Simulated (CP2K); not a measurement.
Consider ethynylacetonitrile at its PBE geometry (Å).

```xyz
8

C     1.9842   -0.0067   -0.3746
C     0.8227   -0.1780   -0.0857
C    -0.5748   -0.4035    0.2797
C    -1.4526    0.7303   -0.0346
N    -2.1693    1.6148   -0.2723
H     3.0103    0.1505   -0.6342
H    -0.6552   -0.6118    1.3597
H    -0.9651   -1.2956   -0.2380
```

Method: CP2K XAS_TDP, all-electron GAPW, PBEh(45%), aug-cc-pVDZ, TDA, no relativity.

Where do the C K-edge lines lie, and how strong are they?

Leading lines: C1 282.04 eV, C2 282.36 eV, C3 285.45 eV and C4 282.60 eV. The leading line of an atom is its first one with 35 % of the strongest within 2.5 eV of its lowest line over the strength cut. 

The first six lines of each atom with a strength over 0.0015:

```tsv
atom	energy (eV)	states	strength, one atom
C1 (bonded to C and H)	282.04	1	0.0488
	282.21	1	0.0479
	284.63	1	0.0037
	285.01	1	0.0068
	285.82	1	0.0038
	286.01	1	0.0035
C2 (bonded to 2 C)	282.36	1	0.0489
	282.43	1	0.0510
	285.50	1	0.0100
	286.65	1	0.0034
	288.21	1	0.0032
	288.29	1	0.0016
C3 (bonded to 2 C and 2 H)	285.45	1	0.0079
	285.52	1	0.0127
	286.03	1	0.0019
	286.45	1	0.0107
	287.30	1	0.0136
	287.50	1	0.0083
C4 (bonded to C and N)	282.60	1	0.0547
	282.67	1	0.0562
	285.26	1	0.0018
	285.94	1	0.0087
	287.43	1	0.0024
	288.12	1	0.0042
```

Lines are vertical, at one geometry, with no vibrational structure. Without a correction of the core level, line positions, and the gaps between valence and Rydberg lines, follow the share of exact exchange. At this level such K lines come out 3 to 6 eV under measured ones. These values hold no scalar relativity, about 0.1 eV for C 1s. Rydberg lines, and the discretised continuum above threshold, depend on the basis and the box.

[Banner, clock and machine lines of the logs are left out without a mark of their own.]

[Logs are printed without paths, hosts, clocks, repeated set-up lines and the standing remarks that a program may print on its own settings, such as how far it seeks lower states.]

[Hosts, paths, dates, database ids (printed as entryN), source tags and the programs' standing remarks are cut or masked in the printed files.]
